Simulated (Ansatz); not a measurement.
# TlHS, from a guessed structure to a relaxed one, part 2 of 2

Starting from a made-up structure for TlHS, the aim is the relaxed cell, its shortest contacts and, where a second run follows, its electronic structure.

Ansatz 0.2.0; DFT, PBEsol, plane-wave PAW, files of the set soft_1, scalar-relativistic, no spin, cell and ions relaxed at zero pressure; PAW set soft_1 (the session's first sound run).

So far: Starting point; Relaxing cell and atoms. The relaxed cell has a, b, c = 4.602, 6.330, 8.530 Å (conventional setting).

### 3. Bands of the relaxed cell

With the geometry fixed, one more self-consistent run, with a narrower smearing and the mesh shown in its input, gives the bands, and its pressure, and its forces where symmetry allows any, show how far the geometry depends on these settings.

This step: DFT, PBEsol, plane-wave PAW, files of the set soft_1, scalar-relativistic, no spin, bands and density of states at the relaxed cell; PAW set soft_1 (Ansatz 0.2.0).

input.yaml

```yaml
crystal:
  lattice:
    - [8.529522053, 0.0, 0.0]
    - [0.0, 3.1652225416, 2.3008517393]
    - [0.0, -3.1652225416, 2.3008517393]
  atoms:
    - { symbol: Tl, position: [0.0, 0.5937158244, 0.5937158244] }
    - { symbol: Tl, position: [0.5, 0.5937158244, 0.5937158244] }
    - { symbol: S, position: [0.25, 0.212874827, 0.9744722258] }
    - { symbol: S, position: [0.75, 0.9744722258, 0.212874827] }
    - { symbol: H, position: [0.75, 1.1903893167, -0.0029680183] }
    - { symbol: H, position: [0.25, -0.0029680183, 1.1903893167] }
kpoints:
  mp_grid: { grid: [4, 8, 8] }
  band_path:
    path:
      - [[0.0, 0.0, 0.0], [0.0, 0.38210181, 0.38210181], [0.0, 0.0, 0.5], [0.5, 0.0, 0.5], [0.5, 0.38210181, 0.38210181], [0.5, 0.0, 0.0], [0.0, 0.0, 0.0], [0.0, -0.5, 0.5], [0.0, -0.38210181, 0.61789819], [0.5, -0.38210181, 0.61789819], [0.5, -0.5, 0.5], [0.0, -0.5, 0.5]]
      - [[0.5, 0.0, 0.0], [0.5, -0.5, 0.5]]
    npoints: 6
scf:
  occupations: { method: fermi_dirac, width: 0.03 }
  n_extra_bands: 10
hamiltonian:
  xc: pbesol
  pseudopotentials: { kind: paw, azcp: { folder: soft_1 }, xc_functional: pbe }
output:
  forces: true
  stress: true
  write_bands: true
  dos: { projected: true }
  write_density: true
  write_potential: true
  elf: true
  volumetric_format: npy
```

Command:

```bash
ansatz run input.yaml --threads 4 --pin off --max-ram 10240MiB --backend cpu --events-out ev --progress --plain --runs-dir out
```

Numbers of over 12 decimals in the logs are rounded to 6 here.

Log:

```text
[...]
Crystal: 6 atoms, lattice volume = 124.236 Å³
Basis set: ecut = 420 eV, 2465 PW (Γ), exchange–correlation on 120×54×54 points (8 copies of the dense FFT grid, shifted against one another)
Bands: 30, of which v1, the nominal top of the filled ones, is band 20 counted from 1 (19 counted from 0)
Symmetry: 4 space group operations
[...]
k-points: 63 of 256 (time reversal used)
[...]
SCF iter   1: F=—  HF=-24397.905702 eV  |F-HF|=—  |Δ(HF+E_count)|=         —  Δρ=3.09e-2  dr2=9.17e-1  ethr=3.10e-3  ⟨swp⟩=7.6  Hψ=10171  notcnv=0  defer=6
[...]
SCF iter   7: F=-24397.650071 eV  HF=-24397.650071 eV  |F-HF|=3.87e-9  |Δ(HF+E_count)|=   4.95e-7  Δρ=3.94e-6  dr2=2.36e-8  ethr=2.50e-10  ⟨swp⟩=17.0  Hψ=16155  notcnv=0
SCF 1 converged in 7 iterations: F = -24397.650071 eV  dr2 = 2.36e-8
[...]
NSCF: frozen V_eff on 74 k-points
SCF converged after 7 iterations
Free energy (F): -24397.650071 eV
[...]
Internal energy: -24397.650061 eV  (E = F + TS)
E sigma→0 (E₀):  -24397.650066 eV
Entropy (-TS):   -0.000010 eV (-0.002 meV/atom)
Fermi energy:    6.513481 eV
[...]
--- Forces (eV/Å), atoms counted from 1 ---
  atom   1  Tl    -0.00000000     0.00000000    -0.00003769
  atom   2  Tl    -0.00000000     0.00000000    -0.00003769
  atom   3  S      0.00000000    -0.00106404     0.00004548
  atom   4  S     -0.00000000     0.00106404     0.00004548
  atom   5  H     -0.00000000    -0.00023542    -0.00000789
  atom   6  H      0.00000000     0.00023542    -0.00000789
  max |Σ_I F_I| component: 1.77e-7 eV/Å
--- Stress (GPa, compression-positive) ---
        0.005118      -0.000000      -0.000000
       -0.000000      -0.005104       0.000000
       -0.000000       0.000000      -0.006976
  P = ⅓ Tr σ = -0.0023 GPa (-0.023 kbar)
--- Band table (eV; the first three rows and the last of 63) ---
  k-point 0: bands = [... 16 lower, 3.4332, 4.3873, 4.7951, 6.3382, 7.1416, 9.7929, 10.7158, 10.9220, ... 6 higher]
  k-point 1: bands = [... 16 lower, 3.5351, 4.3329, 4.5123, 5.9384, 7.7536, 9.7495, 10.1681, 10.5297, ... 6 higher]
  k-point 2: bands = [... 16 lower, 3.7220, 3.7899, 4.7624, 4.9924, 8.2353, 9.2106, 9.5946, 9.6817, ... 6 higher]
  k-point 62: bands = [... 16 lower, 3.4794, 3.4794, 3.9377, 3.9377, 7.6293, 7.6293, 8.3819, 8.3819, ... 6 higher]
```

Run time: 7.5 s. Hardware: 4 threads of AMD EPYC 7B13 (Zen 3), shared host; peak memory 0.58 GiB; 29 s of CPU time.

Reading the cycles: dr2 is the Hartree energy of the density residual (eV), the measure of convergence; HF is the Harris–Foulkes estimate of the energy, which meets the free energy F at convergence.

Numbers from this step:

| Item | Value |
| --- | --- |
| free energy | -24397.6501 eV |
| Fermi energy | 6.513 eV |
| gap by band count | 0.3539 eV |
| pressure | -0.002321 GPa |

From bands.tsv. Electronic bands along the path, in eV, zero at the valence top; v1 is the highest filled band, c1 the lowest empty one:

```csv
point,v4,v3,v2,v1,c1,c2,c3,c4
Γ,-2.90,-1.95,-1.54,0.00,0.80,3.45,4.38,4.58
halfway,-3.31,-2.42,-1.96,-1.00,2.36,2.64,2.91,3.70
X,-3.16,-2.80,-2.65,-1.84,1.37,1.70,2.26,2.77
halfway,-3.53,-3.24,-1.95,-1.12,1.24,2.19,2.71,3.02
S,-3.84,-3.01,-1.66,-0.86,0.44,2.33,2.53,3.48
halfway,-3.59,-2.77,-2.17,-1.29,1.02,2.51,2.57,2.84
R,-2.97,-2.97,-2.11,-2.11,1.99,1.99,2.65,2.65
halfway,-2.96,-2.96,-2.00,-2.00,1.61,1.61,2.76,2.76
A,-2.87,-2.87,-1.96,-1.96,0.96,0.96,2.23,2.23
halfway,-3.10,-3.10,-1.22,-1.22,2.76,2.76,3.25,3.25
Z,-1.75,-1.75,-1.58,-1.58,2.37,2.37,4.39,4.39
halfway,-2.45,-1.89,-1.61,-0.65,1.46,3.12,4.37,4.49
Γ,-2.90,-1.95,-1.54,0.00,0.80,3.45,4.38,4.58
halfway,-2.67,-2.46,-2.00,-0.90,1.44,2.16,2.88,3.27
Y,-3.24,-2.89,-2.37,-1.73,0.35,1.07,1.82,1.93
halfway,-2.82,-2.72,-2.66,-2.11,0.79,1.15,2.01,2.17
X1,-3.16,-2.80,-2.65,-1.84,1.37,1.70,2.26,2.77
halfway,-3.09,-2.68,-2.44,-1.84,1.17,1.30,2.17,2.59
A1,-2.87,-2.87,-1.96,-1.96,0.96,0.96,2.23,2.23
halfway,-2.95,-2.95,-2.14,-2.14,1.20,1.20,1.87,1.87
T,-2.86,-2.86,-2.40,-2.40,1.29,1.29,2.04,2.04
halfway,-3.14,-2.75,-2.53,-1.98,0.87,1.10,1.68,2.16
Y,-3.24,-2.89,-2.37,-1.73,0.35,1.07,1.82,1.93
jump to Z,-1.75,-1.75,-1.58,-1.58,2.37,2.37,4.39,4.39
halfway,-2.36,-2.36,-1.67,-1.67,2.34,2.34,3.22,3.22
T,-2.86,-2.86,-2.40,-2.40,1.29,1.29,2.04,2.04
```

Counts of states for the cell as run, both spins, by energy window (eV from the valence-band top):

```csv
from,to,total
-8,-7,0.19
-7,-6,3.79
-6,-5,1.91
-5,-4,2.11
-4,-3,1.03
-3,-2,3.92
-2,-1,2.68
-1,0,0.37
0,1,0.13
1,2,2.23
2,3,3.70
3,4,2.83
4,5,3.31
```

A further 24.0 states lie below the table's range.

ELF in the ac plane of the cell as run, not the conventional one, at fractional y = 0.190, with atoms of S and H within 0.2 Å of it. It is the smooth field of the valence electrons, not physical close to the nuclei.

Values, 6 rows by 16 columns, each cell a mean:
```
0.08 0.51 0.87 0.60 0.41 0.85 0.70 0.18 0.03 0.03 0.25 0.75 0.84 0.44 0.06 0.02
0.07 0.19 0.59 0.81 0.82 0.72 0.32 0.09 0.07 0.04 0.05 0.10 0.13 0.06 0.04 0.06
0.17 0.10 0.10 0.19 0.21 0.13 0.08 0.15 0.17 0.11 0.27 0.58 0.64 0.39 0.13 0.15
0.19 0.10 0.09 0.25 0.31 0.14 0.07 0.17 0.17 0.17 0.58 0.84 0.86 0.72 0.28 0.15
0.08 0.14 0.41 0.70 0.75 0.54 0.22 0.08 0.08 0.17 0.55 0.75 0.78 0.66 0.30 0.09
0.07 0.44 0.76 0.49 0.35 0.74 0.61 0.15 0.03 0.09 0.49 0.91 0.96 0.68 0.19 0.04
```
Columns run along a (8.5 Å), rows up along c (3.9 Å). Atoms in or near the plane, at fractional coordinates: S at (0.25, 0.97), H at (0.75, 0.00).

Electrostatic potential energy in the ac plane of the cell as run, not the conventional one, at fractional y = 0.190, with atoms of S and H within 0.2 Å of it. With pseudopotentials it is smooth inside the atoms' cores, unlike the true potential.

Values in eV, 6 rows by 16 columns, each cell a mean:
```
 10   9  -2 -28 -29 -13   8  10  10   9   9   1  -5   7   9   9
  9   9   8   0  -3   5   9   9   9   9   9   9   9   9   9   9
  7   8   9   9   9   9   9   8   7   9   9   9   9   9   9   8
  8   8   9   9   8   9   9   8   8   9   8   1  -1   6   9   8
  9   9   8   0  -2   5   9   9   9   9   7  -3  -7   4   9   9
 10   9  -1 -27 -29 -12   8  10  10  10   8  -6 -16   6   9  10
```
Columns run along a (8.5 Å; values clipped at the 3rd and 97th percentile), rows up along c (3.9 Å). Atoms in or near the plane, at fractional coordinates: S at (0.25, 0.97), H at (0.75, 0.00).

Valence density in the ac plane of the cell as run, not the conventional one, at fractional y = 0.190, with atoms of S and H within 0.2 Å of it. It is the smooth field of the valence electrons, not physical close to the nuclei.

Ten even steps from '0' (0.0 e/Å³) to '9' (1.5 e/Å³), each cell a mean:
```
001375365200000013420000
000257764100000000100000
000124432000000000000000
000001110000000000000000
000000000000000000000000
000000000000000012211000
000000000000000123431000
000011210000000124532000
000124531000000124531000
000246763100000025631000
001365365100000026931000
```
Columns run along a (8.5 Å), rows up along c (3.9 Å). Atoms in or near the plane, at fractional coordinates: S at (0.25, 0.97), H at (0.75, 0.00).

### 4. Results

```
space group, relaxed : Cmcm
conventional cell    : a = 4.602, b = 6.330, c = 8.530 Å; α = 90.0°, β = 90.0°, γ = 90.0°
volume per atom      : 20.71 Å³ (guess 24.04)
```

TlHS relaxes to Cmcm with a = 4.602, b = 6.330 and c = 8.530 Å. The guessed volume was 16 % too large. The symmetry rose from Ama2 to Cmcm, so the distortion of the structure type doesn't survive with these elements. It has an indirect Kohn–Sham gap of 0.35 eV, which semilocal functionals understate. On the 4×8×8 mesh with the narrower smearing (relaxed on 4×6×6) the largest force component is 0.001 eV/Å and the largest stress component is 0.007 GPa, within the relaxation's thresholds of 0.015 eV/Å and 0.05 GPa. The cutoff wasn't tested. A vector of the cell changed its length by 20 %, so the starting arrangement is largely lost and the mesh was laid for another shape. Spin-orbit coupling is left out, which can matter for elements this heavy. No dispersion term is used, so weakly bound directions may come out too long. Nothing here tests whether the compound is stable against decomposition.

[Logs are printed without paths, hosts, clocks, repeated set-up lines and the standing remarks that a program may print on its own settings, such as how far it seeks lower states.]

[Hosts, paths, dates, database ids (printed as entryN), source tags and the programs' standing remarks are cut or masked in the printed files.]
